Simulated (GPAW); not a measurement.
Consider CuAu (P4/mmm).

```
Au Cu
1.0
     2.81075    0.00000    0.00000
     0.00000    2.81075    0.00000
     0.00000    0.00000    3.68500
Au Cu
1 1
Direct
  0.00000 0.00000 0.00000
  0.50000 0.50000 0.50000
```

Absorber: atom 2, with 8 Au at 2.71 Å and 4 Cu at 2.81 Å (distorted cuboctahedral, site symmetry 4/mmm). Method: GPAW, revPBE, excited-electron core hole (neutral cell), 8-atom cell with 5.4 Å between holes, 7×7×7 k points, dipole transitions, Gaussian full width 1.55 eV up to 4 eV, rising linearly to 3.5 eV at 25 eV, without spin-orbit coupling.

The database entry behind the starting cell is an old determination (1936), so it need not match the best structure at ambient conditions.

What does the Cu K edge look like?

Main maxima up to 30 eV above the zero (height): 10.8 eV (1.63) and 19.2 eV (1.20). A K edge sees empty p states on the absorber. The total-energy difference is 9010.42 eV. One term is added: -29.93 eV, since the hole is spin-paired here and a spin-polarised one costs that much less in the free atom (computed apart). The photon energy is then 8980.49 eV. The tabulated edge of the element is 8979 eV. The functional leaves an error of a few eV in such absolute values.

The Cu K spectrum (energy from the lowest empty level; intensity scaled to a mean of 1 over the first 20 eV; polarised curves are means over the symmetry-equivalent atoms):

```csv
E (eV),isotropic,ε ⊥ c,ε ∥ c
-2.00,0.00,0.00,0.00
-1.25,0.01,0.01,0.01
-0.50,0.10,0.10,0.11
0.25,0.31,0.33,0.28
1.00,0.46,0.50,0.40
1.75,0.48,0.50,0.45
2.50,0.47,0.47,0.46
3.25,0.47,0.46,0.48
4.00,0.51,0.49,0.54
4.75,0.54,0.53,0.57
5.50,0.61,0.60,0.64
6.25,0.74,0.75,0.73
7.00,0.93,0.97,0.85
7.75,1.13,1.20,0.99
8.50,1.32,1.39,1.18
9.25,1.49,1.53,1.40
10.00,1.59,1.60,1.57
10.75,1.63,1.61,1.68
11.50,1.60,1.54,1.72
12.25,1.49,1.40,1.65
13.00,1.33,1.25,1.51
13.75,1.19,1.12,1.33
14.50,1.06,1.02,1.15
15.25,0.98,0.97,1.01
16.00,0.95,0.97,0.91
16.75,0.98,1.03,0.88
17.50,1.05,1.11,0.94
18.25,1.14,1.18,1.06
19.00,1.19,1.20,1.17
19.75,1.18,1.16,1.22
20.50,1.11,1.07,1.18
21.25,1.00,0.96,1.08
22.00,0.90,0.86,0.97
22.75,0.82,0.79,0.87
23.50,0.75,0.74,0.78
24.25,0.71,0.71,0.70
25.00,0.67,0.70,0.62
25.75,0.65,0.69,0.56
26.50,0.63,0.69,0.52
27.25,0.63,0.70,0.50
28.00,0.64,0.70,0.51
28.75,0.64,0.70,0.54
29.50,0.66,0.71,0.58
30.25,0.70,0.73,0.64
31.00,0.77,0.79,0.72
31.75,0.86,0.88,0.84
```

The script folds with a Gaussian, whereas the core hole's own line is a Lorentzian, so the onset is too steep and the first peak too high. The holes are only 5.4 Å apart, so the shape is probably not converged with cell size; no larger cell was run here. The structure is a published determination, not relaxed.

[Banner, clock and machine lines of the logs are left out without a mark of their own.]

[Logs are printed without paths, hosts, clocks, repeated set-up lines and the standing remarks that a program may print on its own settings, such as how far it seeks lower states.]

[Hosts, paths, dates, database ids (printed as entryN), source tags and the programs' standing remarks are cut or masked in the printed files.]

[Lists of maxima count a maximum above −3 eV only where it reaches 4 % of the highest in the window and stands out from its surroundings by 2 % of it (1.5 % where it reaches 55 %); shoulders and weaker maxima are passed over, and of the rest the first, up to two pre-edge ones and the few strongest are named.]
